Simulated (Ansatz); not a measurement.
# LaTl (Pm-3m): Grüneisen parameters

Wanted: mode Grüneisen parameters of LaTl (Pm-3m).

Calculated with Ansatz 0.2.0; DFT PBEsol, scalar-relativistic, plane waves, PAW; PAW set soft_1.

### Step 1. Set-up

Symmetry: Pm-3m, No. 221, cubic system. Conventional cell: a = 3.919 Å, b = 3.919 Å, c = 3.919 Å, α = 90.00°, β = 90.00°, γ = 90.00°. Nearest to La lie 8 Tl at 3.39 Å. Nearest to Tl lie 8 La at 3.39 Å. Farther neighbours are not listed.

### Step 2. Phonons on a q mesh

The cell comes from relaxations at this level that are not shown. Stability and thermal properties need the whole zone. Linear response on a 4×4×4 q mesh gives force constants as far as a supercell of that size would.

input.yaml reads:

```yaml
crystal:
  lattice:
    - [3.9192930671, 0.0, 0.0]
    - [0.0, 3.9192930671, 0.0]
    - [0.0, 0.0, 3.9192930671]
  atoms:
    - { symbol: La, position: [0.0, 0.0, 0.0] }
    - { symbol: Tl, position: [0.5, 0.5, 0.5] }
kpoints:
  mp_grid: { grid: [12, 12, 12] }
hamiltonian:
  xc: pbesol
  pseudopotentials: { kind: paw, azcp: { folder: soft_1 }, xc_functional: pbe }
scf:
  occupations: { method: methfessel_paxton, width: 0.2 }
output:
  eigenvalues: true
phonons:
  method: dfpt
  qmesh: [4, 4, 4]
  temperatures: { t_max: 1000, t_step: 50 }
  qpath:
    path:
      - [[0.0, 0.0, 0.0], [0.0, 0.5, 0.0], [0.5, 0.5, 0.0], [0.0, 0.0, 0.0], [0.5, 0.5, 0.5], [0.0, 0.5, 0.0]]
      - [[0.5, 0.5, 0.5], [0.5, 0.5, 0.0]]
    npoints: 10
```

The run is started by

```
$ ansatz run input.yaml --threads 4 --pin off --max-ram 10240MiB --backend cpu --events-out ev --progress --plain --runs-dir out
```

Numbers of over 12 decimals in the logs are rounded to 6 here.

The log of the run:

```text
Engine: ansatz 0.2.0, aarch64-unknown-linux-gnu
Pseudopotentials: kind: paw
Pseudopotential: La, paw, valence charge 11, recommended cutoff 420 eV (normal), soft_1/La.paw.azcp
Pseudopotential: Tl, paw, valence charge 13, recommended cutoff 420 eV (normal), soft_1/Tl.paw.azcp
Functional definition: PBEsol
  exchange = pbesol_x
  correlation = pbesol_c
Crystal: 2 atoms, lattice volume = 60.204 Å³
Basis set: ecut = 420 eV, 1189 PW (Γ), exchange–correlation on 54×54×54 points (8 copies of the dense FFT grid, shifted against one another)
Bands: 16, of which v1, the nominal top of the filled ones, is band 12 counted from 1 (11 counted from 0)
Symmetry: 48 space group operations
k-points: 84 of 1728
Non-local potential: La, projectors of the file, l = 0: 3, l = 1: 2, l = 2: 2, l = 3: 3
Non-local potential: Tl, projectors of the file, l = 0: 2, l = 1: 2, l = 2: 2, l = 3: 1
PAW form: soft (Blöchl's): semilocal exchange-correlation on the pseudo side does not see the compensation charge
PAW frozen core: La, regenerated for the run's functional, and the local potential with it (the file was generated under x = pbe(κ = 0.804, μ = 0.219515), c = pbe(β = 0.066725))
PAW frozen core: Tl, regenerated for the run's functional, and the local potential with it (the file was generated under x = pbe(κ = 0.804, μ = 0.219515), c = pbe(β = 0.066725))
PAW one-centre angular grid: La, 590 points (default); XC on 64 Gauss nodes
PAW one-centre angular grid: Tl, 590 points (default); XC on 64 Gauss nodes
Initial density: superposition of atomic densities (chi_scale 0.1, normalization cell, long waves kept (reshape's long-wave potential 0.00 eV rms))
Initial wavefunctions: pseudopotential atomic-orbital guess
Functional: x = pbesol(κ = 0.804, μ = 0.123457), c = pbesol(β = 0.046)
SCF iter   1: F=—  HF=-17460.676418 eV  |F-HF|=—  |Δ(HF+E_count)|=         —  Δρ=3.91e-2  dr2=1.74e0  ethr=3.10e-3  ⟨swp⟩=3.8  Hψ=5334  notcnv=0
preconditioner: auto → Kerker (q_TF=auto, 2.341 Å⁻¹)  [metal: Δε(μ)=0.009 eV  Ē_g=10.591 eV  σ=0.200 eV  W_gap=0.04  n_scr=18 (ndim 8)  ℏωp=22.4 eV  f_vac=0.000  D(μ)=1.70/eV (n_scr^D=6)]
SCF iter   2: F=—  HF=-17460.181869 eV  |F-HF|=—  |Δ(HF+E_count)|=   4.95e-1  S|Δr|=    0.00e0  Δρ=1.75e-2  dr2=3.59e-1  ethr=3.10e-3  ⟨swp⟩=2.5  Hψ=3020  notcnv=0
SCF iter   3: F=—  HF=-17460.065762 eV  |F-HF|=—  |Δ(HF+E_count)|=   1.16e-1  S|Δr|=    0.00e0  Δρ=5.00e-3  dr2=2.10e-2  ethr=1.50e-3  ⟨swp⟩=2.3  Hψ=2525  notcnv=0
SCF iter   4: F=—  HF=-17460.058266 eV  |F-HF|=—  |Δ(HF+E_count)|=   7.50e-3  S|Δr|=    0.00e0  Δρ=8.94e-4  dr2=3.52e-4  ethr=8.76e-5  ⟨swp⟩=2.1  Hψ=2174  notcnv=0
SCF iter   5: F=—  HF=-17460.058277 eV  |F-HF|=—  |Δ(HF+E_count)|=   1.11e-5  S|Δr|=    0.00e0  Δρ=1.86e-4  dr2=2.26e-5  ethr=1.47e-6  ⟨swp⟩=2.1  Hψ=2147  notcnv=0
SCF iter   6: F=—  HF=-17460.058286 eV  |F-HF|=—  |Δ(HF+E_count)|=   9.27e-6  S|Δr|=    0.00e0  Δρ=3.71e-5  dr2=9.94e-7  ethr=9.43e-8  ⟨swp⟩=2.9  Hψ=2391  notcnv=0
SCF iter   7: F=—  HF=-17460.058284 eV  |F-HF|=—  |Δ(HF+E_count)|=   2.25e-6  S|Δr|=    0.00e0  Δρ=1.05e-5  dr2=8.71e-8  ethr=4.14e-9  ⟨swp⟩=2.2  Hψ=2222  notcnv=0
SCF iter   8: F=—  HF=-17460.058284 eV  |F-HF|=—  |Δ(HF+E_count)|=   1.10e-8  S|Δr|=    0.00e0  Δρ=2.33e-6  dr2=2.54e-9  ethr=3.63e-10  ⟨swp⟩=2.1  Hψ=2356  notcnv=0
SCF iter   9: F=—  HF=-17460.058284 eV  |F-HF|=—  |Δ(HF+E_count)|=  2.55e-10  S|Δr|=    0.00e0  Δρ=2.89e-7  dr2=3.36e-11  ethr=1.06e-11  ⟨swp⟩=2.0  Hψ=2372  notcnv=0
SCF iter  10: F=-17460.058284 eV  HF=-17460.058284 eV  |F-HF|=0.00e0  |Δ(HF+E_count)|=  7.28e-12  S|Δr|=    0.00e0  Δρ=3.97e-8  dr2=9.24e-13  ethr=1.00e-12  ⟨swp⟩=6.4  Hψ=6950  notcnv=0
SCF 1 converged in 10 iterations: F = -17460.058284 eV  dr2 = 9.24e-13
  greatest PAW one-centre occupation: 0.971 electrons in one spin orbital (limit 2), on the La atom at site 0 (counted from 0), in its partial waves of l = 0
Initial density: read from a saved state, or passed on in memory by an earlier SCF of this step, an earlier step, the calling program or the single point that the run made first
iter 1 solved again at ethr=7.22e-8 eV; its pass at ethr=3.10e-3 eV (dr2=1.73e-5 eV) is discarded
SCF iter   1: F=—  HF=-17460.058287 eV  |F-HF|=—  |Δ(HF+E_count)|=         —  Δρ=4.61e-7  dr2=1.02e-10  ethr=7.22e-8  ⟨swp⟩=3.3  Hψ=10127  notcnv=0
eigensolver tolerance schedule: the retry pair's looser diagonalisation over-reported the residual by 170236.34 of it (diagonalisation noise at an unbounded share of the residual, at the tolerance the schedule requests for it); recorded, not acted on — ethr = c·dr2/N_el stays at c = 1.0e-1
preconditioner: auto → Kerker (q_TF=auto, 2.341 Å⁻¹)  [metal: Δε(μ)=0.029 eV  Ē_g=11.651 eV  σ=0.200 eV  W_gap=0.12  n_scr=18 (ndim 8)  ℏωp=22.4 eV  f_vac=0.000  D(μ)=1.93/eV (n_scr^D=18)]
SCF iter   2: F=—  HF=-17460.058284 eV  |F-HF|=—  |Δ(HF+E_count)|=   2.45e-6  S|Δr|=    0.00e0  Δρ=2.25e-7  dr2=2.63e-11  ethr=1.00e-12  ⟨swp⟩=4.0  Hψ=3780  notcnv=0
SCF iter   3: F=—  HF=-17460.058284 eV  |F-HF|=—  |Δ(HF+E_count)|=  1.46e-11  S|Δr|=    0.00e0  Δρ=1.54e-7  dr2=1.21e-11  ethr=1.00e-12  ⟨swp⟩=2.4  Hψ=2847  notcnv=0
SCF iter   4: F=-17460.058284 eV  HF=-17460.058284 eV  |F-HF|=3.64e-12  |Δ(HF+E_count)|=    0.00e0  S|Δr|=    0.00e0  Δρ=8.43e-8  dr2=3.62e-12  ethr=1.00e-12  ⟨swp⟩=2.3  Hψ=2720  notcnv=0
SCF 2 converged in 4 iterations: F = -17460.058284 eV  dr2 = 3.62e-12
phonons: the bands overlap, so this run is a metal and interpolates without the dipole-dipole term. If the crystal is really an insulator or semiconductor, its LO-TO splitting is missing
NSCF: frozen V_eff on 84 k-points
WARN: eigensolver did not converge in 2 slots of this pass, the one above among them; of largest residual over every band (k=50): 1 band(s) unlocked (lowest unlocked band 15, counted from 0; max residual 5.91e-6 eV among the unlocked bands, 5.91e-6 eV over every band); of lowest unlocked band (k=50): band 15
NSCF: frozen V_eff on 196 k-points
DFPT response loops at q = (0, 0, 0) (fractional): preconditioner auto → Kerker (q_TF=auto, 2.341 Å⁻¹) (partly filled bands, converged f_vac=0.000); β = 1.00, the filter's whole step (`scf.mixing.beta` (0.50) is not read by the response loops under this deck's `scf.mixing.preconditioner`; to damp them name `kerker` or `kerker_dos`, under which they read `scf.mixing.beta`, and type it under 1.00, their step now; both keys bind the ground state too); Broyden in place of MSR1
NSCF: frozen V_eff on 1176 k-points
DFPT response loops at q = (0, 0, 0.25) (fractional): mixed as the last ones told, above
NSCF: frozen V_eff on 686 k-points
DFPT response loops at q = (0, 0, -0.5) (fractional): mixed as the last ones told, above
NSCF: frozen V_eff on 2016 k-points
DFPT response loops at q = (0, 0.25, 0.25) (fractional): mixed as the last ones told, above
NSCF: frozen V_eff on 1176 k-points
DFPT response loops at q = (0, 0.25, -0.5) (fractional): mixed as the last ones told, above
NSCF: frozen V_eff on 686 k-points
DFPT response loops at q = (0, -0.5, -0.5) (fractional): mixed as the last ones told, above
NSCF: frozen V_eff on 1872 k-points
DFPT response loops at q = (0.25, 0.25, 0.25) (fractional): mixed as the last ones told, above
NSCF: frozen V_eff on 2016 k-points
DFPT response loops at q = (0.25, 0.25, -0.5) (fractional): mixed as the last ones told, above
NSCF: frozen V_eff on 1176 k-points
DFPT response loops at q = (0.25, -0.5, -0.5) (fractional): mixed as the last ones told, above
NSCF: frozen V_eff on 392 k-points
DFPT response loops at q = (-0.5, -0.5, -0.5) (fractional): mixed as the last ones told, above
SCF converged after 10 iterations
Stability not checked: this state was not tested for a lower state beside it, because cold or Methfessel-Paxton smearing, or corrected tetrahedra, fill the levels in a way that the test cannot read (fill_not_monotonic; see scf.lower_state_search)
Free energy (F): -17460.058284 eV
Harris-Foulkes:  -17460.058284 eV  (|F-HF|=0.00e0)
Internal energy: -17460.057471 eV  (E = F + TS)
E sigma→0 (E₀):  -17460.058081 eV
Entropy (-TS):   -0.000813 eV (-0.407 meV/atom)
Fermi energy:    11.866706 eV
--- Per-component energies (eV) ---
  E_band       = -9.866283
  E_kinetic    = 454.006177
  E_local      = -1100.149619  (includes V_loc(G=0)·N_el)
  E_nonlocal   = 404.449636
  E_hartree    = 408.181895
  E_xc         = -326.404006
  E_vxc        = -268.596049  (∫ρ·V_xc dr)
  E_paw        = -15367.490824  (= ΣΔE_a)
  E_vpaw       = -315.940179  (= ΣTr[D̂ρ^β])
  E_aug_tail   = -0.000043  (compensation charges beyond the density's cutoff)
  E_ewald      = -1932.858056
  E_core_change = 0.207369  (= ΣΔE_core)
  E_smearing   = -0.000813  (= −TS)
  E_closure    = 0.000000  (closes the sum)
  Σ components = -17460.058284   (vs F -17460.058284, Δ=0.00e0)
--- Band table (eV; the first three rows and the last of 84) ---
  k-point 0: bands = [... 8 lower, 0.6415, 3.8283, 11.5952, 11.5952, 13.2928, 13.2928, 13.2928, 13.5613]
  k-point 1: bands = [... 8 lower, 0.6428, 3.9240, 11.5936, 11.6081, 13.1939, 13.2678, 13.2678, 13.5522]
  k-point 2: bands = [... 8 lower, 0.6466, 4.1976, 11.3857, 11.6448, 13.0489, 13.1728, 13.1728, 13.5259]
  k-point 83: bands = [... 8 lower, 0.8348, 7.1731, 9.3969, 9.3969, 9.3969, 13.5905, 13.5905, 13.5905]
--- Phonons (Γ-DFPT): 2 representative perturbations + reference (Σ response iterations 6) ---
  ASR residual: 2.689e-5 → 0.000e0 eV/Å²; symmetrization residual: 1.140e-5 eV/Å²
  ASR residual per site (eV/Å²): 2.08e-5 2.69e-5
  Γ frequencies (cm⁻¹): 0.00 0.00 0.00 75.27 75.27 75.27
--- Phonons (arbitrary-q DFPT): 10 irreducible q on the 4×4×4 mesh ---
  q = [0.0000, 0.0000, 0.0000] (star 1, of the zone-centre solve; hermiticity 1.32e-5, symmetrization 1.06e-11): -0.00 -0.00 -0.00 75.27 75.27 75.27
  q = [0.0000, 0.0000, 0.2500] (star 6, 4 solved perturbations in 1848 linear systems a pass and spin channel, the states on 588 of 1728 k-point pairs; hermiticity 1.01e-5, symmetrization 5.16e-13): 35.21 35.21 46.63 72.51 72.51 93.61
  q = [0.0000, 0.0000, -0.5000] (star 3, 4 solved perturbations in 1078 linear systems a pass and spin channel, the states on 343 of 1728 k-point pairs; hermiticity 4.30e-14, symmetrization 1.71e-12): 50.92 50.92 70.92 71.14 71.14 100.74
  q = [0.0000, 0.2500, 0.2500] (star 12, 4 solved perturbations in 3108 linear systems a pass and spin channel, the states on 1008 of 1728 k-point pairs; hermiticity 1.25e-5, symmetrization 5.88e-14): 10.93 44.42 60.95 68.31 84.85 107.75
  q = [0.0000, 0.2500, -0.5000] (star 12, 6 solved perturbations on 588 of 1728 k-point pairs; hermiticity 4.75e-6, symmetrization 1.94e-14): 37.41 41.81 52.32 60.87 109.26 118.79
  q = [0.0000, -0.5000, -0.5000] (star 3, 4 solved perturbations in 1078 linear systems a pass and spin channel, the states on 343 of 1728 k-point pairs; hermiticity 7.69e-6, symmetrization 3.29e-13): 11.88 11.88 52.35 56.86 132.28 132.28
  q = [0.2500, 0.2500, 0.2500] (star 8, 2 solved perturbations on 936 of 1728 k-point pairs; hermiticity 8.19e-6, symmetrization 2.51e-12): 37.50 37.50 46.53 94.88 102.59 102.59
  q = [0.2500, 0.2500, -0.5000] (star 12, 4 solved perturbations in 3108 linear systems a pass and spin channel, the states on 1008 of 1728 k-point pairs; hermiticity 3.53e-6, symmetrization 2.01e-12): 19.66 43.37 56.19 93.18 108.96 120.95
  q = [0.2500, -0.5000, -0.5000] (star 6, 4 solved perturbations in 1848 linear systems a pass and spin channel, the states on 588 of 1728 k-point pairs; hermiticity 9.23e-6, symmetrization 3.10e-13): 51.23 51.23 62.38 90.94 123.74 123.74
  q = [-0.5000, -0.5000, -0.5000] (star 1, 2 solved perturbations on 196 of 1728 k-point pairs; hermiticity 6.65e-14, symmetrization 2.86e-12): 73.97 73.97 73.97 111.20 111.20 111.20
  sum rule: each row above includes the acoustic sum rule's correction from the zone centre's row sums; it moved no ω² by more than (0.20 cm⁻¹)²
  mesh force constants: q→R imaginary residual 4.59e-18; ASR residual 2.689e-5 → 0.000e0 eV/Å²; symmetrization residual 3.553e-15 eV/Å²
  interpolated dispersion: 62 rows × 6 modes
  density of states and harmonic sums: on the 16×16×16 q-mesh, interpolated from the force constants of a 4×4×4 supercell (no non-analytic term)
  largest difference from the sums on the solved wave vectors: F 6.06e-3 eV, S 1.00e-5 and C_V 3.98e-6 eV/K
  zero-point energy: 0.025891 eV/cell   skipped modes (ω ≤ 0): 3   left out of the sums: 1.22e-4 of the cell's modes: C_V's classical limit lies that fraction below 3 k_B per atom; for a crystal, a wire or a layer, F and S can be off by more, and a phonons.interpolated_qmesh denser along its periods is the remedy for the sampling
```

It took 8.7 min on 4 threads of Arm Neoverse V1, shared host; peak memory 2.9 GiB.

In the SCF lines HF is the Harris–Foulkes energy and dr2 the Hartree energy of the density residual, in eV; the loop may stop once dr2 is under the threshold and the program's other checks hold. Hψ counts applications of the Hamiltonian.

Numbers from this step:

```yaml
volume_per_atom: 30.10 Å³
gap_on_the_k_mesh: 0 eV
sum_rule_residual_before_enforcement: 2.69e-5 eV/Å²
lowest_frequency_on_the_path: 0 cm⁻¹
point_group: m-3m
highest_frequency_on_the_path_or_at_a_solved_wavevector: 132.3 cm⁻¹
mean_frequency: 69.6 cm⁻¹
debye_temperature_second_moment: 143 K
logarithmic_mean_frequency: 61.2 cm⁻¹
highest_optical_mode_at_the_zone_centre_no_lo_to_term: 75.27 cm⁻¹
lowest_optical_zone_centre_mode: 75.27 cm⁻¹
lowest_mode_on_the_q_mesh_acoustic_modes_at_gamma_apart: 10.93 cm⁻¹
zero_point_energy_per_atom: 12.95 meV
heat_capacity_at_300_k: 24.66 J/(mol atoms K)
vibrational_entropy_at_300_k: 55.67 J/(mol atoms K)
```

Frequencies (cm⁻¹) solved at each irreducible wavevector; negative means imaginary. Frequencies by wavevector, by row:

```
q in reciprocal lattice units  star  mode 1  mode 2  mode 3  mode 4  mode 5  mode 6
                        0 0 0     1       0       0       0    75.3    75.3    75.3
                     0 0 0.25     6    35.2    35.2    46.6    72.5    72.5    93.6
                     0 0 -0.5     3    50.9    50.9    70.9    71.1    71.1   100.7
                  0 0.25 0.25    12    10.9    44.4      61    68.3    84.8   107.8
                  0 0.25 -0.5    12    37.4    41.8    52.3    60.9   109.3   118.8
                  0 -0.5 -0.5     3    11.9    11.9    52.4    56.9   132.3   132.3
               0.25 0.25 0.25     8    37.5    37.5    46.5    94.9   102.6   102.6
               0.25 0.25 -0.5    12    19.7    43.4    56.2    93.2     109     121
               0.25 -0.5 -0.5     6    51.2    51.2    62.4    90.9   123.7   123.7
               -0.5 -0.5 -0.5     1      74      74      74   111.2   111.2   111.2
```

Symmetry leaves 10 wavevectors to solve. The lowest mode among them, the acoustic zeros apart, lies at q = (0, 0.25, 0.25) and is real, 10.9 cm⁻¹.

### Step 3. Relaxing at another volume, volume ratio 0.97

The volume is scaled by 0.97 and held; symmetry leaves nothing to relax, so this is a single point. The modes can then be followed against volume.

input.yaml, the sections that differ from step 2:

```yaml
crystal:
  lattice:
    - [3.8797015413, 0.0, 0.0]
    - [0.0, 3.8797015413, 0.0]
    - [0.0, 0.0, 3.8797015413]
  atoms:
    - { symbol: La, position: [0.0, 0.0, 0.0] }
    - { symbol: Tl, position: [0.5, 0.5, 0.5] }
output:
  forces: true
  stress: true
  eigenvalues: true
# kpoints, hamiltonian, scf: as in step 2
# phonons: removed
```

The log of the run:

```text
[...]
Crystal: 2 atoms, lattice volume = 58.398 Å³
Basis set: ecut = 420 eV, 1189 PW (Γ), exchange–correlation on 54×54×54 points (8 copies of the dense FFT grid, shifted against one another)
Bands: 16, of which v1, the nominal top of the filled ones, is band 12 counted from 1 (11 counted from 0)
Symmetry: 48 space group operations
[...]
k-points: 84 of 1728
[...]
--- Band table (eV; the first three rows and the last of 84) ---
  k-point 0: bands = [... 8 lower, 1.0444, 4.1618, 12.0175, 12.0175, 13.8032, 13.8032, 13.8032, 14.0846]
  k-point 1: bands = [... 8 lower, 1.0463, 4.2632, 12.0215, 12.0296, 13.7002, 13.7749, 13.7749, 14.0748]
  k-point 2: bands = [... 8 lower, 1.0516, 4.5519, 11.8298, 12.0641, 13.5438, 13.6679, 13.6679, 14.0467]
  k-point 83: bands = [... 8 lower, 1.2522, 7.6247, 9.7389, 9.7389, 9.7389, 14.1219, 14.1219, 14.1219]
[key lines of the parts left out:]
SCF converged after 7 iterations
Free energy (F): -17460.048608 eV
Fermi energy:    12.303406 eV
P = ⅓ Tr σ = 1.7581 GPa (17.581 kbar)
```

Run time: 1.4 s. Hardware: 4 threads; peak memory 0.4 GiB.

Numbers from this step:

```
pressure        : 1.758 GPa
volume per atom : 29.20 Å³
```

The run ends at a pressure of 1.76 GPa.

(Part 1 of 2 ends here.)

[Logs are printed without paths, hosts, clocks, repeated set-up lines and the standing remarks that a program may print on its own settings, such as how far it seeks lower states.]

[Hosts, paths, dates, database ids (printed as entryN), source tags and the programs' standing remarks are cut or masked in the printed files.]
